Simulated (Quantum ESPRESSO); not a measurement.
# PbF2 (Fluorocronite): from Born charge to LO-TO splitting

Wanted: the LO mode of PbF2 (Fluorocronite) from the TO mode and the field response.

Main program and level: Quantum ESPRESSO 7.5; DFT LDA, scalar-relativistic, plane waves, PseudoDojo norm-conserving pseudopotentials.

The database entry behind the starting cell differs from later determinations by our own check (0.1 to 0.3 % short, probably kX units), so it need not match the best structure at ambient conditions.

### Step 1. Set-up

The structure is cubic, space group Fm-3m (No. 225). The conventional cell has a = 5.811 Å, b = 5.811 Å, c = 5.811 Å, α = 90.00°, β = 90.00°, γ = 90.00°. Pb has 8 F at 2.52 Å nearest. F has 4 Pb at 2.52 Å nearest. Farther neighbours and most contacts between anions are not listed.

As a file:

```
CELL_PARAMETERS angstrom
-2.90556 0.00000 2.90556
0.00000 2.90556 2.90556
-2.90556 2.90556 0.00000
ATOMIC_POSITIONS crystal
Pb 0.00000 0.00000 0.00000
F 0.75000 0.75000 0.75000
F 0.25000 0.25000 0.25000
```

This is the cell after its relaxation at this level of theory, not the database cell from which that began.

### Step 2. What the response run gave

A linear-response run on the relaxed cell, with the response to an electric field; only its zone-centre results are used. Cutoff 92 Ry, k mesh 8×8×8.

The program printed:

```text
[banners, grids, parts of the stress and lines that vanish by symmetry left out]
Program PHONON v.7.5
     Reading xml data from directory:

[...]
Exchange-correlation= PW
                           (   1   4   0   0   0   0   0)
[...]
kinetic-energy cut-off    =      92.0000  Ry
     charge density cut-off    =     368.0000  Ry
     convergence threshold     =      1.0E-18
[...]
Exchange-correlation= PW
                           (   1   4   0   0   0   0   0)
[...]
q = (   0.0000000   0.0000000   0.0000000 )
     49 Sym.Ops. (with q -> -q+G )
     G cutoff = 1124.1039  (  39597 G-vectors)     FFT grid: ( 48, 48, 48)
     number of k points=    29
[...]
Mode symmetry, O_h (m-3m)  point group:
[...]
Dielectric constant
[...]
End of electric fields calculation
          Dielectric constant in cartesian axis
          (       3.444124131       0.000000000       0.000000000 )
          (       0.000000000       3.444124131      -0.000000000 )
          (       0.000000000      -0.000000000       3.444124131 )
          Effective charges (d Force / dE) in cartesian axis without acoustic sum rule applied (asr)
           atom    1  Pb    Mean Z*:        3.22650
      Ex  (        3.22650        0.00000        0.00000 )
      Ey  (        0.00000        3.22650        0.00000 )
      Ez  (        0.00000       -0.00000        3.22650 )
           atom    2  F     Mean Z*:       -1.61312
      Ex  (       -1.61312       -0.00000       -0.00000 )
      Ey  (       -0.00000       -1.61312       -0.00000 )
      Ez  (       -0.00000       -0.00000       -1.61312 )
           atom    3  F     Mean Z*:       -1.61312
      Ex  (       -1.61312       -0.00000        0.00000 )
      Ey  (        0.00000       -1.61312        0.00000 )
      Ez  (        0.00000        0.00000       -1.61312 )
          Effective charges Sum: Mean:        0.00026
[...]
Effective charges (d Force / dE) in cartesian axis with asr applied:
           atom    1  Pb    Mean Z*:        3.22641
[...]
atom    2  F     Mean Z*:       -1.61320
[...]
atom    3  F     Mean Z*:       -1.61320
[...]
Representation #   1 modes #   1   2   3
[...]
End of self-consistent calculation
     Convergence has been achieved
     Representation #   2 modes #   4   5   6
[...]
End of self-consistent calculation
     Convergence has been achieved
     Representation #   3 modes #   7   8   9
[...]
End of self-consistent calculation
     Convergence has been achieved
[...]
Dielectric constant in cartesian axis
          (       3.444124131       0.000000000       0.000000000 )
          (       0.000000000       3.444124131      -0.000000000 )
          (       0.000000000      -0.000000000       3.444124131 )
          Effective charges (d Force / dE) in cartesian axis without acoustic sum rule applied (asr)
           atom    1  Pb    Mean Z*:        3.22650
      Ex  (        3.22650        0.00000        0.00000 )
      Ey  (        0.00000        3.22650        0.00000 )
      Ez  (        0.00000       -0.00000        3.22650 )
           atom    2  F     Mean Z*:       -1.61312
      Ex  (       -1.61312       -0.00000       -0.00000 )
      Ey  (       -0.00000       -1.61312       -0.00000 )
      Ez  (       -0.00000       -0.00000       -1.61312 )
           atom    3  F     Mean Z*:       -1.61312
      Ex  (       -1.61312       -0.00000        0.00000 )
      Ey  (        0.00000       -1.61312        0.00000 )
      Ez  (        0.00000        0.00000       -1.61312 )
          Effective charges Sum: Mean:        0.00026
[...]
Effective charges (d Force / dE) in cartesian axis with asr applied:
           atom    1  Pb    Mean Z*:        3.22641
[...]
atom    2  F     Mean Z*:       -1.61320
[...]
atom    3  F     Mean Z*:       -1.61320
[...]
q = (    0.000000000   0.000000000   0.000000000 )
[...]
freq (    1) =       0.013190 [THz] =       0.439970 [cm-1]
     freq (    2) =       0.013190 [THz] =       0.439970 [cm-1]
     freq (    3) =       0.013190 [THz] =       0.439970 [cm-1]
     freq (    4) =       3.933857 [THz] =     131.219353 [cm-1]
     freq (    5) =       3.933857 [THz] =     131.219353 [cm-1]
     freq (    6) =       3.933857 [THz] =     131.219353 [cm-1]
     freq (    7) =       7.847538 [THz] =     261.765676 [cm-1]
     freq (    8) =       7.847538 [THz] =     261.765676 [cm-1]
     freq (    9) =       7.847538 [THz] =     261.765676 [cm-1]
[...]
Mode symmetry, O_h (m-3m)  point group:
     freq (   1-   3) =          0.4  [cm-1]   --> T_1u G_15  G_4- I
     freq (   4-   6) =        131.2  [cm-1]   --> T_1u G_15  G_4- I
     freq (   7-   9) =        261.8  [cm-1]   --> T_2g G_25' G_5+ R

   JOB DONE.
```

```tsv
quantity	value
cell volume Ω (Å³)	49.059
mass of Pb (u)	207.200
mass of F (u)	18.998
Born charge of Pb, raw (e)	3.227
Born charge of F, raw (e)	-1.613
ε∞	3.444
ω(TO) after the sum rule (cm⁻¹)	131.2
```

### Step 3. The calculation

The charges must sum to zero over the cell; taking off their mean, 0.000 e, leaves Z* = 3.226 e on Pb. In the polar mode Pb moves against the two F, so the reduced mass is μ = 207.20 × 38.00 / 245.20 = 32.109 u.

A longitudinal wave builds up a field that adds to the restoring force: ω(LO)² = ω(TO)² + 4π Z*² / (μ Ω ε∞), in Hartree atomic units. With μ = 58530 electron masses and Ω = 331.07 bohr³ the second term is 1.9601e-06 Ha², or 94415 cm⁻² (1 Ha = 219474.6 cm⁻¹).

So ω(LO) = √(17227 + 94415) = 334.1 cm⁻¹, and by the Lyddane-Sachs-Teller relation ε₀ = ε∞ (ω(LO)/ω(TO))² = 22.32.

### Step 4. Check against the program

The analysis program adds the same non-analytic term to the full matrix, here for q along (1 0 0).

The program printed:

```text
[banners, grids, parts of the stress and lines that vanish by symmetry left out]
[banner, memory and clock lines left out]
Program DYNMAT v.7.5

     Reading Dynamical Matrix from file g.dyn
     ...Force constants read
     ...epsilon and Z* read

     Polarizability (A^3 units)
     multiply by 0.551053 for Clausius-Mossotti correction
         9.541889    0.000000    0.000000
         0.000000    9.541889   -0.000000
         0.000000   -0.000000    9.541889

     IR activities are in (D/A)^2/amu units

# mode   [cm-1]    [THz]      IR
    1     -0.00   -0.0000    0.0000
    2     -0.00   -0.0000    0.0000
[...]
8    261.79    7.8482    0.0000
    9    334.13   10.0169    7.4797

[end of the log left out, with the tail of the file of modes that dynmat.x writes under the same name]
```

ε₀ comes from the program's run without a direction of q.

```tsv
quantity	by hand	program
ω(LO) (cm⁻¹)	334.1	334.1
ε₀	22.32	22.32
```

### Step 5. What came out

| Item | Value |
| --- | --- |
| TO mode | 131.2 cm⁻¹ |
| LO mode | 334.1 cm⁻¹ |
| static dielectric constant | 22.32 |

The LO mode of PbF2 (Fluorocronite) lies at 334 cm⁻¹, 203 cm⁻¹ above the TO mode; the formula meets the program within 0.1 cm⁻¹, as it must for a cubic crystal with one polar mode. ω(LO)² − ω(TO)² goes with Z*²/ε∞: an error of 5 % in ε∞ would move the LO mode by 6.8 cm⁻¹, and semilocal functionals tend to overestimate ε∞. These are harmonic values at zero temperature, at the volume of this functional, for the structure held cubic; stability elsewhere in the zone is no part of this calculation.

[Host names and launcher messages were left out of these logs when they were recorded.]

[Logs are printed without paths, hosts, clocks, repeated set-up lines and the standing remarks that a program may print on its own settings, such as how far it seeks lower states.]

[Hosts, paths, dates, database ids (printed as entryN), source tags and the programs' standing remarks are cut or masked in the printed files.]
